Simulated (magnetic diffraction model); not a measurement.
**Moment size from magnetic intensity in MnTlCd2**

Space group Pmmm (no. 47), a = 3.2270 Å, b = 4.6540 Å, c = 6.4500 Å.

| site | atom | x | y | z |
| --- | --- | --- | --- | --- |
| 1a | Tl | 0 | 0 | 0 |
| 2t | Cd | 1/2 | 1/2 | 0.2442 |
| 1c | Mn | 0 | 0 | 1/2 |

The compound is invented for this exercise: a known structure type with other elements, its cell scaled to their sizes and not relaxed.

Only Mn is taken to order (form factors of Mn2+); orders and moment sizes are assumed, and not adapted to the symmetry. Radiation: neutrons of λ = 4.2 Å (absorption by Cd left out), 3° to 100°; isotropic B of 0.38 Å² (Tl), 0.6 Å² (Cd) and 0.71 Å² (Mn). Simulated constant-wavelength pattern: nuclear and magnetic terms add, the magnetic one as |2.695 fm × Σ f S⊥ exp(2πi Q·r) exp(−B s²)|², summed over all Q at one angle with the factor 1/(sin²θ cos θ). For collinear order S is the moment m, which repeats by lattice and centring translations R with the sign exp(−2πi k·R). Free-ion form factors, Sears's scattering lengths of 1992, no absorption; a label names one of the reflections at its angle. The strongest nuclear line in the range is 100, and lines under 0.2 are left out.

In a first state the assumed order is k = (1/2 1/2 1/2), collinear moments along [111], 0.92 μB on Mn, with this pattern:

```
2θ (°)          index  nuclear  magnetic
 38.00        (0 0 1)    100.0       0.0
 50.70  (1/2 1/2 1/2)      0.0       5.4
 53.65        (0 1 0)      7.2       0.0
 67.62        (0 1 1)     68.8       0.0
 77.91  (1/2 1/2 3/2)      0.0       1.7
 81.20        (1 0 0)      4.0       0.0
 81.26        (0 0 2)      3.9       0.0
 93.38        (1 0 1)     48.2       0.0
```

**Question.** Nearer the ordering temperature the line at 50.70° has total intensity 3.9 on the same scale, and all moments have shrunk alike. How large is the Mn moment?

The nuclear part, 0.0, stays, so the magnetic part is 3.9 against 5.4. It goes as m², so m = 0.92 × √(3.9/5.4) = 0.78 μB; the value used was 0.78 μB.

[Logs are printed without paths, hosts, clocks, repeated set-up lines and the standing remarks that a program may print on its own settings, such as how far it seeks lower states.]
